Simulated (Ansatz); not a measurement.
# H on Co(0001): change of the work function

How does H on the fcc site change the work function of Co(0001) as the layer fills?

Program: Ansatz 0.2.0. Level of theory: plane-wave DFT, PBE, Ansatz PAW. Values are calculated unless marked as measured.

Report form: inputs, costs, results and the conclusion, without the logs.

## Step 1: Set-up

The cell holds 4 atoms: 4 Co. Cell: a = 2.510 Å, b = 2.510 Å, c = 24.107 Å, α = 90.0°, β = 90.0°, γ = 60.0°. Vacuum lies along c.

## Step 2: The clean slab

The bare slab comes first, as the zero from which every change is counted. The two lowest layers are held at bulk places and the upper ones relax. The dipole correction removes the false field that a one-sided slab makes across the periodic vacuum, so each face gets a flat vacuum level of its own.

Contents of input.yaml:

```yaml
crystal:
  lattice:
    - [2.51, 0.0, 0.0]
    - [1.255, 2.1737237635, 0.0]
    - [0.0, 0.0, 24.10683]
  atoms:
    - { symbol: Co, position: [0.6666666667, 0.6666666667, 0.3733381784], spin: 1.7 }
    - { symbol: Co, position: [0.0, 0.0, 0.4577793928], spin: 1.7 }
    - { symbol: Co, position: [0.6666666667, 0.6666666667, 0.5422206072], spin: 1.7 }
    - { symbol: Co, position: [0.0, 0.0, 0.6266618216], spin: 1.7 }
magnetization:
  spin_polarized: true
kpoints:
  mp_grid: { grid: [12, 12, 1] }
hamiltonian:
  xc: pbe
scf:
  occupations: { method: fermi_dirac, width: 0.1 }
  convergence: { dr2_threshold: 1.0e-08 }
efield:
  axis: 3
  dipole_correction: true
  ramp_position: 0.97
  ramp_width: 0.06
relax:
  f_tol: 0.02
  max_steps: 60
  constraints: [{ sites: [0, 1] }]
output:
  write_potential: true
  write_density: true
  volumetric_format: npy
```

Command:

```bash
> ansatz run input.yaml --threads 4 --pin off --max-ram 16384MiB --backend cpu --events-out ev --progress --plain --runs-dir out
```

Wall time 29 s (4 threads of Arm Neoverse V2, shared host); peak memory 0.53 GiB.

Step by step:

```tsv
step	energy less that of the first step (eV)	largest force component (eV/Å)
1	0.0000	0.4887
2	-0.0156	0.3161
3	-0.0236	0.0612
4	-0.0238	0.0066
```

The run keeps the 6 symmetry operations that the program found, so distortions that break them were not tested.

The atoms that moved most (Å):

```tsv
atom	dx	dy	dz	length
Co4	0.000	0.000	-0.080	0.080
Co3	0.000	0.000	0.010	0.010
```

Final coordinates:

```xyz
4
Lattice="2.5100 0.0000 0.0000 1.2550 2.1737 0.0000 0.0000 0.0000 24.1068" Properties=species:S:1:pos:R:3
Co    2.5100    1.4491    9.0000
Co    0.0000    0.0000   11.0356
Co    2.5100    1.4491   13.0810
Co    0.0000    0.0000   15.0264
```

This step gave:

| Item | Value |
| --- | --- |
| energy at zero smearing | -20503.1176 eV |
| total moment | 6.836 μB |
| site moments | 1.820, 1.758, 1.742, 1.793 μB |
| work function, upper face | 4.925 eV |
| work function, lower face | 4.989 eV |
| dipole along the normal | 0.001908 e·Å |
| step between the vacuum levels | -0.06328 eV |

Running mean over 2.03561 Å of the planar mean; the ramp of the sawtooth is left out. Electron's electrostatic potential energy less the Fermi level against z:

```tsv
z (Å)	electron's electrostatic potential energy less the Fermi level (eV)
3.0	4.99
3.5	4.99
4.0	4.99
4.5	4.99
5.0	4.98
5.5	4.97
6.0	4.92
6.5	4.76
7.0	4.21
7.5	1.91
8.0	-3.46
8.5	-8.57
9.0	-10.3
9.5	-10.5
10.0	-10.5
10.5	-10.5
11.0	-10.6
11.5	-10.5
12.0	-10.5
12.5	-10.5
13.0	-10.6
13.5	-11.1
14.0	-11.5
14.5	-11.2
15.0	-10.4
15.5	-8.77
16.0	-3.80
16.5	1.67
17.0	4.09
17.5	4.69
18.0	4.86
18.5	4.91
19.0	4.92
19.5	4.92
20.0	4.93
20.5	4.93
21.0	4.93
```

Site moment by atom:

```tsv
atom	site moment (μB)
Co1	1.82
Co2	1.76
Co3	1.74
Co4	1.79
```

The relaxation took 4 steps and lowered the energy by 0.024 eV; the largest force on the free atoms ends at 0.0066 eV/Å.

The work function of the upper face is 4.93 eV.

## Step 3: Adsorbate added, k-mesh 4×4×1, coverage 0.111 ML

System of this step: H/Co(0001). The cell holds 37 atoms: 36 Co and 1 H. Its edges and angles: a = 7.530 Å, b = 7.530 Å, c = 24.744 Å, α = 90.0°, β = 90.0°, γ = 60.0°. Vacuum lies along c.

The clean slab as it ended is repeated in the plane and the adsorbate is set on one face; the cell's size fixes the coverage, and the k-mesh shrinks with it to keep the sampling density about even. Adsorbate and upper layers relax, since the dipole depends on the height.

Contents of input.yaml:

```yaml
crystal:
  lattice:
    - [7.53, 0.0, 0.0]
    - [3.765, 6.5211712905, 0.0]
    - [0.0, 0.0, 24.744055234]
  atoms:
    - { symbol: Co, position: [0.2222222222, 0.2222222222, 0.3637237274], spin: 1.82 }
    - { symbol: Co, position: [0.0, 0.0, 0.4459903559], spin: 1.76 }
    - { symbol: Co, position: [0.2222222222, 0.2222222222, 0.5286527272], spin: 1.74 }
    - { symbol: Co, position: [0.0, 0.0, 0.6072745419], spin: 1.79 }
    - { symbol: Co, position: [0.2222222222, 0.5555555556, 0.3637237274], spin: 1.82 }
    - { symbol: Co, position: [0.0, 0.3333333333, 0.4459903559], spin: 1.76 }
    - { symbol: Co, position: [0.2222222222, 0.5555555556, 0.5286527272], spin: 1.74 }
    - { symbol: Co, position: [0.0, 0.3333333333, 0.6072745419], spin: 1.79 }
[... 25 atom lines left out ...]
    - { symbol: Co, position: [0.6666666667, 0.6666666667, 0.4459903559], spin: 1.76 }
    - { symbol: Co, position: [0.8888888889, 0.8888888889, 0.5286527272], spin: 1.74 }
    - { symbol: Co, position: [0.6666666667, 0.6666666667, 0.6072745419], spin: 1.79 }
    - { symbol: H, position: [0.1111111111, 0.1111111111, 0.6362762726] }
magnetization:
  spin_polarized: true
kpoints:
  mp_grid: { grid: [4, 4, 1] }
hamiltonian:
  xc: pbe
scf:
  occupations: { method: fermi_dirac, width: 0.1 }
  convergence: { dr2_threshold: 1.0e-08 }
efield:
  axis: 3
  dipole_correction: true
  ramp_position: 0.97
  ramp_width: 0.06
relax:
  f_tol: 0.02
  max_steps: 60
  constraints:
    - { sites: [0, 1, 4, 5, 8, 9, 12, 13, 16, 17, 20, 21, 24, 25, 28, 29, 32, 33] }
output:
  write_potential: true
  write_density: true
  volumetric_format: npy
```

Run time: 17 min. Hardware: 4 threads; peak memory 9.6 GiB.

Relaxation path:

```tsv
step	energy less that of the first step (eV)	largest force component (eV/Å)
1	0.0000	1.1247
2	-0.0944	0.6625
3	-0.1433	0.0587
4	-0.1437	0.0043
```

Forces are held to the 6 operations that the program found; a distortion that breaks them can't arise in this run.

The atoms that moved most (Å):

```tsv
atom	dx	dy	dz	length
H37	0.000	0.000	0.252	0.252
Co4	-0.005	-0.003	0.020	0.021
Co8	0.000	0.006	0.020	0.021
Co16	0.005	-0.003	0.020	0.021
Co24	0.000	-0.006	-0.009	0.011
Co20	0.006	0.003	-0.009	0.011
Co32	-0.006	0.003	-0.009	0.011
Co36	0.001	0.001	-0.007	0.007
```

The relaxed structure:

```xyz
37
Lattice="7.5300 0.0000 0.0000 3.7650 6.5212 0.0000 0.0000 0.0000 24.7441" Properties=species:S:1:pos:R:3
Co    2.5100    1.4491    9.0000
Co    0.0000    0.0000   11.0356
Co    2.5103    1.4493   13.0822
Co   -0.0052   -0.0030   15.0465
Co    3.7650    3.6229    9.0000
Co    1.2550    2.1737   11.0356
Co    3.7655    3.6226   13.0772
Co    1.2550    2.1797   15.0465
Co    5.0200    5.7966    9.0000
Co    2.5100    4.3474   11.0356
Co    5.0200    5.7962   13.0822
Co    2.5091    4.3480   15.0192
Co    5.0200    1.4491    9.0000
Co    2.5100    0.0000   11.0356
Co    5.0200    1.4498   13.0772
Co    2.5152   -0.0030   15.0465
Co    6.2750    3.6229    9.0000
Co    3.7650    2.1737   11.0356
Co    6.2745    3.6226   13.0772
Co    3.7705    2.1769   15.0178
Co    7.5300    5.7966    9.0000
Co    5.0200    4.3474   11.0356
Co    7.5284    5.7975   13.0828
Co    5.0200    4.3411   15.0178
Co    7.5300    1.4491    9.0000
Co    5.0200    0.0000   11.0356
Co    7.5297    1.4493   13.0822
Co    5.0200   -0.0011   15.0192
Co    8.7850    3.6229    9.0000
Co    6.2750    2.1737   11.0356
Co    8.7850    3.6211   13.0828
Co    6.2695    2.1769   15.0178
Co   10.0400    5.7966    9.0000
Co    7.5300    4.3474   11.0356
Co   10.0416    5.7975   13.0828
Co    7.5309    4.3480   15.0192
H     1.2550    0.7246   15.9962
```

This step gave:

```
energy at zero smearing        : -184544.4942 eV
total moment                   : 61.31 μB
work function, upper face      : 4.926 eV
work function, lower face      : 4.981 eV
dipole along the normal        : 0.01477 e·Å
step between the vacuum levels : -0.05445 eV
```

Running mean over 2.03561 Å of the planar mean; the ramp of the sawtooth is left out. Electron's electrostatic potential energy less the Fermi level against z:

```tsv
z (Å)	electron's electrostatic potential energy less the Fermi level (eV)
4	4.98
5	4.98
6	4.92
7	4.20
8	-3.46
9	-10.3
10	-10.5
11	-10.6
12	-10.5
13	-10.6
14	-11.5
15	-10.5
16	-4.00
17	3.99
18	4.86
19	4.92
20	4.93
21	4.93
```

Site moment by element, in μB:

```tsv
element	atoms	mean	spread (r.m.s.)	least	largest
Co	36	1.76	0.08	1.52	1.82
H	1	-0.02	0.00	-0.02	-0.02
```

The atoms farthest from the mean of their element:

```tsv
atom	x, y, z (Å)	site moment (μB)
Co8	1.26, 2.18, 15.05	1.52
Co16	2.52, 0.00, 15.05	1.52
Co4	-0.01, 0.00, 15.05	1.52
Co21	7.53, 5.80, 9.00	1.82
Co33	10.04, 5.80, 9.00	1.82
Co29	8.79, 3.62, 9.00	1.82
Co1	2.51, 1.45, 9.00	1.82
Co9	5.02, 5.80, 9.00	1.82
```

The relaxation took 4 steps and lowered the energy by 0.14 eV; the largest force on the free atoms ends at 0.0043 eV/Å.

The covered face has 4.93 eV, +0.00 eV against the clean one; the bare back face has moved by -0.01 eV, a measure of how thin the slab is.

## Step 4: The covered slab, k-mesh 6×6×1, coverage 0.25 ML

System of this step: H/Co(0001). The cell holds 17 atoms: 16 Co and 1 H. Its edges and angles: a = 5.020 Å, b = 5.020 Å, c = 24.744 Å, α = 90.0°, β = 90.0°, γ = 60.0°. Vacuum lies along c.

Another coverage, to see how the dipoles act on each other as their distance changes.

Contents of input.yaml:

```yaml
crystal:
  lattice:
    - [5.02, 0.0, 0.0]
    - [2.51, 4.347447527, 0.0]
    - [0.0, 0.0, 24.744055234]
  atoms:
    - { symbol: Co, position: [0.3333333333, 0.3333333333, 0.3637237274], spin: 1.82 }
    - { symbol: Co, position: [0.0, 0.0, 0.4459903559], spin: 1.76 }
    - { symbol: Co, position: [0.3333333333, 0.3333333333, 0.5286527272], spin: 1.74 }
    - { symbol: Co, position: [0.0, 0.0, 0.6072745419], spin: 1.79 }
    - { symbol: Co, position: [0.3333333333, 0.8333333333, 0.3637237274], spin: 1.82 }
    - { symbol: Co, position: [0.0, 0.5, 0.4459903559], spin: 1.76 }
    - { symbol: Co, position: [0.3333333333, 0.8333333333, 0.5286527272], spin: 1.74 }
    - { symbol: Co, position: [0.0, 0.5, 0.6072745419], spin: 1.79 }
    - { symbol: Co, position: [0.8333333333, 0.3333333333, 0.3637237274], spin: 1.82 }
    - { symbol: Co, position: [0.5, 0.0, 0.4459903559], spin: 1.76 }
    - { symbol: Co, position: [0.8333333333, 0.3333333333, 0.5286527272], spin: 1.74 }
    - { symbol: Co, position: [0.5, 0.0, 0.6072745419], spin: 1.79 }
    - { symbol: Co, position: [0.8333333333, 0.8333333333, 0.3637237274], spin: 1.82 }
    - { symbol: Co, position: [0.5, 0.5, 0.4459903559], spin: 1.76 }
    - { symbol: Co, position: [0.8333333333, 0.8333333333, 0.5286527272], spin: 1.74 }
    - { symbol: Co, position: [0.5, 0.5, 0.6072745419], spin: 1.79 }
    - { symbol: H, position: [0.1666666667, 0.1666666667, 0.6362762726] }
magnetization:
  spin_polarized: true
kpoints:
  mp_grid: { grid: [6, 6, 1] }
hamiltonian:
  xc: pbe
scf:
  occupations: { method: fermi_dirac, width: 0.1 }
  convergence: { dr2_threshold: 1.0e-08 }
efield:
  axis: 3
  dipole_correction: true
  ramp_position: 0.97
  ramp_width: 0.06
relax:
  f_tol: 0.02
  max_steps: 60
  constraints: [{ sites: [0, 1, 4, 5, 8, 9, 12, 13] }]
output:
  dos: { projected: true, e_range: [-8, 4] }
  write_potential: true
  write_density: true
  volumetric_format: npy
  elf: true
```

Run time: 4.1 min. Hardware: 4 threads; peak memory 2.9 GiB; 16 min of CPU time.

Relaxation path:

```tsv
step	energy less that of the first step (eV)	largest force component (eV/Å)
1	0.0000	1.0869
2	-0.0882	0.6352
3	-0.1330	0.0404
4	-0.1332	0.0115
```

Forces are held to the 6 operations that the program found; a distortion that breaks them can't arise in this run.

The atoms that moved most (Å):

```tsv
atom	dx	dy	dz	length
H17	0.000	0.000	0.230	0.230
Co12	0.010	-0.006	0.013	0.017
Co8	0.000	0.011	0.013	0.017
Co4	-0.010	-0.006	0.013	0.017
Co16	0.000	0.000	-0.013	0.013
```

Final coordinates:

```
Co H
1.0
     5.02000    0.00000    0.00000
     2.51000    4.34745    0.00000
     0.00000    0.00000   24.74406
Co H
16 1
Cartesian
  2.5100 1.4491 9.0000
  0.0000 0.0000 11.0356
  2.5102 1.4493 13.0775
  -0.0096 -0.0055 15.0393
  3.7650 3.6229 9.0000
  1.2550 2.1737 11.0356
  3.7650 3.6227 13.0775
  1.2550 2.1848 15.0393
  5.0200 1.4491 9.0000
  2.5100 0.0000 11.0356
  5.0198 1.4493 13.0775
  2.5196 -0.0055 15.0393
  6.2750 3.6229 9.0000
  3.7650 2.1737 11.0356
  6.2750 3.6229 13.0855
  3.7650 2.1737 15.0138
  1.2550 0.7246 15.9741
```

Read from the output:

- energy at zero smearing: -82028.9023 eV
- total moment: 27.14 μB
- work function, upper face: 4.915 eV
- work function, lower face: 4.979 eV
- dipole along the normal: 0.007713 e·Å
- step between the vacuum levels: -0.06396 eV

The density of states has structure finer than the step of the table below, so its rows give means over 0.5 eV. Peaks (eV: height): total -3.55: 50.6, -3.31: 48.8, -2.53: 49.3, -2.44: 47.5, -1.23: 46.5, -1.11: 61.4, -0.90: 58.7; up -3.55: 44.9, -3.31: 40.1, -2.65: 40.0, -2.44: 38.7, -1.74: 34.3, -1.62: 36.0, -1.08: 37.3; down -2.23: 32.2, -0.93: 35.9, -0.42: 33.7, -0.36: 31.7, 0.09: 32.9, 0.84: 36.7, 1.11: 40.6.

Density of states against energy, zero at the Fermi level; means over each step; values in states/eV a cell:

```tsv
energy (eV)	total	up	down
-7.5	1.59	0.863	0.731
-7.0	2.72	1.41	1.31
-6.5	2.05	0.975	1.07
-6.0	3.41	1.85	1.56
-5.5	3.03	1.48	1.54
-5.0	7.61	6.16	1.45
-4.5	15.0	12.3	2.69
-4.0	15.9	11.5	4.45
-3.5	24.3	17.4	6.83
-3.0	26.6	17.0	9.56
-2.5	38.1	27.0	11.1
-2.0	29.2	18.1	11.1
-1.5	36.1	21.5	14.6
-1.0	48.3	24.3	24.0
-0.5	24.7	5.90	18.8
0.0	16.6	3.84	12.8
0.5	19.6	2.00	17.6
1.0	28.3	2.74	25.6
1.5	8.96	2.95	6.01
```

Projected DOS per atom over height of the atomic layer and energy from the Fermi level. Layers: Co4 Co4 Co4 Co4 H from below.

Ten even steps from '_' (0.01 states/eV) to '@' (3.35 states/eV), each cell a mean:
```
__________
::----::__
==++++==__
==::::--__
::::::::__
========__
@@%%@@@@__
%%**++##__
++==--==__
%%****##__
++++++**__
--====--__
--------__
::----::__
..::--..__
__....____
__________
________..
__________
________..
__________
__________
```
Columns: height of the atomic layer (Å) from 9 to 16.0 (not evenly spaced); rows upwards: energy from the Fermi level (eV) from -7.96 to 1.95.

Projected DOS per atom, spin up over height of the atomic layer and energy from the Fermi level. Layers: Co4 Co4 Co4 Co4 H from below.

Ten even steps from '0' (0.01 states/eV) to '9' (2.02 states/eV), each cell a mean:
```
00000
00000
00000
00000
00000
11110
69970
75570
64350
96690
86670
33430
44430
34530
13420
12210
00000
00000
00000
00001
00000
00000
```
Columns: height of the atomic layer (Å) from 9 to 16.0 (not evenly spaced); rows upwards: energy from the Fermi level (eV) from -7.96 to 1.95.

Projected DOS per atom, spin down over height of the atomic layer and energy from the Fermi level. Layers: Co4 Co4 Co4 Co4 H from below.

Ten even steps from '0' (0.01 states/eV) to '9' (1.81 states/eV), each cell a mean:
```
10000
35540
88870
64460
43340
76560
96690
65450
22220
45440
23320
23420
12210
01110
01100
00000
00000
00001
00000
00001
00000
00000
```
Columns: height of the atomic layer (Å) from 9 to 16.0 (not evenly spaced); rows upwards: energy from the Fermi level (eV) from -7.96 to 1.95.

Site moment by atom:

```tsv
atom	site moment (μB)
Co1	1.83
Co2	1.75
Co3	1.76
Co4	1.54
Co5	1.83
Co6	1.75
Co7	1.76
Co8	1.54
Co9	1.83
Co10	1.75
Co11	1.76
Co12	1.54
Co13	1.82
Co14	1.77
Co15	1.69
Co16	1.85
H17	-0.02
```

Spin density in the ca plane at fractional y = 0.000, with atoms of Co within 0.2 Å of it.

Values in e/Å³, 7 rows by 16 columns, each cell a mean:
```
0.0 0.0 0.0 1.0 0.2 0.0 0.0 1.0 0.3 0.0 0.0 0.0 0.0 0.0 0.0 0.0
0.0 0.1 0.0 0.0 0.0 0.1 0.0 0.0 0.0 0.0 0.0 0.0 0.0 0.0 0.0 0.0
0.0 0.0 0.0 0.5 0.1 0.0 0.0 0.4 0.1 0.0 0.0 0.0 0.0 0.0 0.0 0.0
0.0 0.0 0.0 2.5 0.4 0.0 0.0 2.4 0.5 0.0 0.0 0.0 0.0 0.0 0.0 0.0
0.0 0.1 0.0 0.1 0.0 0.1 0.0 0.1 0.0 0.0 0.0 0.0 0.0 0.0 0.0 0.0
0.0 0.1 0.0 0.0 0.0 0.1 0.0 0.0 0.0 0.0 0.0 0.0 0.0 0.0 0.0 0.0
0.0 0.0 0.0 2.0 0.4 0.0 0.0 1.9 0.4 0.0 0.0 0.0 0.0 0.0 0.0 0.0
```
Columns run along c (16.0 Å, from fractional 0.30 to 0.95 of the cell), rows up along a (5.0 Å). Atoms in or near the plane, at fractional coordinates: Co at (0.45, 0.00), Co at (0.61, 0.00), Co at (0.45, 0.50), Co at (0.61, 0.50).

Valence density in the ca plane at fractional y = 0.000, with atoms of Co within 0.2 Å of it. It is the smooth field of the valence electrons, not physical close to the nuclei.

Ten steps, logarithmic in the rise over the least value, from '0' (0 e/Å³) to '9' (43 e/Å³), each cell a mean:
```
00001111378621111113786200000000000000000000
00011111134211111111343100000000000000000000
00022211111111122111111000000000000000000000
00022211111111122111111000000000000000000000
00011111134211111111343100000000000000000000
00001111378621111113786200000000000000000000
00001111489731111114897300000000000000000000
00011111256421111112564200000000000000000000
00012211112111122111121100000000000000000000
00123211111111133111111100000000000000000000
00012211112111122111121100000000000000000000
00011111256421111112564200000000000000000000
00001111489731111114897300000000000000000000
```
Columns run along c (16.0 Å, from fractional 0.30 to 0.95 of the cell), rows up along a (5.0 Å). Atoms in or near the plane, at fractional coordinates: Co at (0.45, 0.00), Co at (0.61, 0.00), Co at (0.45, 0.50), Co at (0.61, 0.50).

ELF in the ca plane at fractional y = 0.000, with atoms of Co within 0.2 Å of it. It is the smooth field of the valence electrons, not physical close to the nuclei.

Ten even steps from '0' (0.00) to '9' (0.97), each cell a mean:
```
23333332279522322322796210000000000000000000
22211122123212211221232111000000000000000000
11112112222222122122222222100000000000000000
11112112222222122122222222100000000000000000
22211122123212211221232111000000000000000000
23333332279522322322796210000000000000000000
23443332389722333323897211000000000000000000
22322222246312222222463112100000000000000000
12111112211122111122111344310000000000000000
11112112322232122122223576410000000000000000
12111112211122111122111344310000000000000000
22322222246312222222463112100000000000000000
23443332389722333323897211000000000000000000
```
Columns run along c (16.0 Å, from fractional 0.30 to 0.95 of the cell), rows up along a (5.0 Å). Atoms in or near the plane, at fractional coordinates: Co at (0.45, 0.00), Co at (0.61, 0.00), Co at (0.45, 0.50), Co at (0.61, 0.50).

The relaxation took 4 steps and lowered the energy by 0.13 eV; the largest force on the free atoms ends at 0.011 eV/Å.

By hand: a sheet of dipoles makes a step −p/(ε₀A) in the electron's potential. With e/ε₀ = 180.95 V·Å, p = 0.007713 e·Å and A = 21.82 Å², that is −180.95 × (0.007713) / 21.82 = -0.064 eV, and the two vacuum levels of the run differ by -0.064 eV.

The covered face has 4.91 eV, -0.01 eV against the clean one; the bare back face has moved by -0.01 eV, a measure of how thin the slab is.

[end of part 1 of 2]

[Long decimals in the printed logs are rounded to 6 places.]

[Logs are printed without paths, hosts, clocks, repeated set-up lines and the standing remarks that a program may print on its own settings, such as how far it seeks lower states.]

[Hosts, paths, dates, database ids (printed as entryN), source tags and the programs' standing remarks are cut or masked in the printed files.]

[Maps of the electrostatic potential energy from Ansatz leave out the sawtooth potential of an applied field or a dipole correction, so their vacuum need not be flat; planar profiles and work functions include it.]
